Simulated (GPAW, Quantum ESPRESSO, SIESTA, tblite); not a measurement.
# Forces in C(111) slab, H on the bottom face (176 atoms), program by program

One geometry of C(111) slab, H on the bottom face (176 atoms) is solved by several programs and methods. How far do their forces lie from a plane-wave PBE run?

Results are calculated, not measured.

## Step 1: The cell

The cell holds 176 atoms (160 C and 16 H), with edges of 10.09, 10.09 and 19.84 Å. Recipe: diamond-structure C (a = 3.567 Å), (111) slab of 10 atomic planes, 4 x 4 surface cells, H on the broken bonds of the bottom face, 10 Å of vacuum; displaced by a Gaussian of 0.02 Å. Then every atom was moved at random, 0.05 Å r.m.s. a Cartesian component (hydrogen 0.6 of that).

## Step 2: The reference input

Quantum ESPRESSO 7.5: Kohn-Sham DFT, PBE, SSSP efficiency 1.3.0 pseudopotentials, plane waves. Its input, pw.in:

```
&control
  calculation = 'scf'
  pseudo_dir = './pseudo'
  outdir = './tmp'
  disk_io = 'none'
  tprnfor = .true.
/
&system
  ibrav = 0
  nat = 176
  ntyp = 2
  ecutwfc = 60
  ecutrho = 480
  nosym = .true.
  occupations = 'smearing'
  smearing = 'fd'
  degauss = 0.003675
/
&electrons
  conv_thr = 8.8e-07
  electron_maxstep = 100
  mixing_beta = 0.2
  mixing_mode = 'local-TF'
  diagonalization = 'david'
/
ATOMIC_SPECIES
C 12.011 C.upf
H 1.008 H.upf
CELL_PARAMETERS angstrom
10.08900 0.00000 0.00000
-5.04450 8.73733 0.00000
0.00000 0.00000 19.84249
ATOMIC_POSITIONS crystal
C 0.33637 0.91712 0.33300
C 0.25108 0.00238 0.30470
C 0.16615 0.83401 0.43288
C 0.34401 0.91856 0.41048
[... 170 atom lines left out ...]
H 0.99913 0.50096 0.25186
H 0.99685 0.25012 0.25396
K_POINTS gamma
```

```console
$ OMP_NUM_THREADS=1 mpirun -np 4 pw.x -in pw.in > output.txt
```

Run time: 24 min. Hardware: 4 MPI ranks of Arm Neoverse N1, shared host; peak memory 10 GiB; 1.6 h of CPU time.

It converged with an r.m.s. force component of 2.3 eV/Å.

## Step 3: What was run beside it

- GPAW 26.7.0: PAW with atomic orbitals (LCAO), plane waves or a real-space grid of spacing h.
- SIESTA 5.4.2: numerical atomic orbitals, whose automatically made sets are far from complete, with PseudoDojo norm-conserving potentials that we converted to its format (checked against plane waves on the same files for H, C, O, Si, Ge and Ca alone); labels give functional, basis size, energy shift and mesh cutoff.
- tblite 0.8.0: extended tight binding, driven from Python.

All use the same cell and atoms, and the electronic-structure runs the same k-mesh.

## Step 4: Side by side

Differences are against the reference: forces as r.m.s. over components, share as that over the reference's r.m.s. force, slope as the fitted ratio of a run's forces to the reference's.

| run | Δ force, r.m.s. (meV/Å) | share (%) | slope | cores | CPU time | memory (GiB) |
| --- | --- | --- | --- | --- | --- | --- |
| reference | - | - | - | 4 | 1.6 h | 10.0 |
| GPAW PBE, LCAO dzp, h 0.2 Å | 170 | 7.49 | 1.044 | 4 | 55 min | 4.1 |
| GPAW PBE, LCAO dzp, h 0.2 Å, other mixer settings | 170 | 7.51 | 1.045 | 4 | 60 min | 4.0 |
| GPAW PBE, LCAO dzp, h 0.22 Å (coarse) | 172 | 7.61 | 1.045 | 4 | 50 min | 3.8 |
| GPAW PBE, LCAO sz(dzp), h 0.2 Å (coarse) | 988 | 43.6 | 1.228 | 1 | 4.9 min | 0.96 |
| GPAW PBE, LCAO szp(dzp), h 0.2 Å (coarse) | 549 | 24.2 | 1.088 | 2 | 19 min | 1.8 |
| SIESTA PBE, DZP, shift 0.01 Ry, mesh 150 Ry (coarse) | 217 | 9.55 | 1.062 | 4 | 20 min | 2.0 |
| SIESTA PBE, DZP, shift 0.01 Ry, mesh 300 Ry | 216 | 9.55 | 1.062 | 4 | 36 min | 2.6 |
| SIESTA PBE, SZ, shift 0.01 Ry, mesh 300 Ry (coarse) | 1125 | 49.6 | 1.276 | 1 | 5.8 min | 0.74 |
| tblite GFN1-xTB | 386 | 17.0 | 1.010 | 1 | 12 s | 0.15 |

Rows marked coarse were listed beforehand as settings not expected to be converged; some can still land near the reference.

CPU time is summed over cores on shared hosts, so it is rough.

## Step 5: Findings

Forces lie from 7.5 % (GPAW PBE, LCAO dzp, h 0.2 Å) to 50 % (SIESTA PBE, SZ, shift 0.01 Ry, mesh 300 Ry, coarse) of the reference's r.m.s. force of 2.3 eV/Å away from it. The PBE runs in local orbitals, coarse settings apart, differ by 7.5 % (GPAW PBE, LCAO dzp, h 0.2 Å) to 9.5 % (SIESTA PBE, DZP, shift 0.01 Ry, mesh 300 Ry); basis, grid and potentials can all enter. Tight binding differs by 17 % (tblite GFN1-xTB); it is another model, with fitted parameters of its own, and the xTB methods hold dispersion. Runs with settings chosen to be coarse differ by 7.6 % (GPAW PBE, LCAO dzp, h 0.22 Å) to 50 % (SIESTA PBE, SZ, shift 0.01 Ry, mesh 300 Ry), their programs' other errors included.

From GPAW PBE, LCAO dzp, h 0.22 Å to the finer GPAW PBE, LCAO dzp, h 0.2 Å, other mixer settings the share goes from 7.61 to 7.51 %, so the grid isn't what parts these runs from the reference. From SIESTA PBE, DZP, shift 0.01 Ry, mesh 150 Ry to the finer SIESTA PBE, DZP, shift 0.01 Ry, mesh 300 Ry the share goes from 9.55 to 9.55 %, so the grid isn't what parts these runs from the reference.

Caveats: Periodic xTB results under one method name differ between programs and library versions. With short bonds to hydrogen, sets of potentials differ among themselves by several per cent in forces even at converged cutoffs, so the reference isn't exact here either. The runs have no spin polarisation, so any moments at edges, vacancies or dangling bonds can't form. The electronic-structure runs sample only Γ, in a cell whose shortest periodic width is 9 Å, which is coarse for a cell with partly filled levels. The slab repeats along its normal with no dipole correction. Where levels are smeared, the DFT runs use Fermi–Dirac occupations at 580 K (0.05 eV), and energies are free energies. The atoms were displaced at random, and shares hang on the size of the forces that this gives. The reference's cutoffs and mesh weren't converged further here.

[Logs are printed without paths, hosts, clocks, repeated set-up lines and the standing remarks that a program may print on its own settings, such as how far it seeks lower states.]

[Hosts, paths, dates, database ids (printed as entryN), source tags and the programs' standing remarks are cut or masked in the printed files.]

[Cells were taken only where this reference lay near another plane-wave run.]
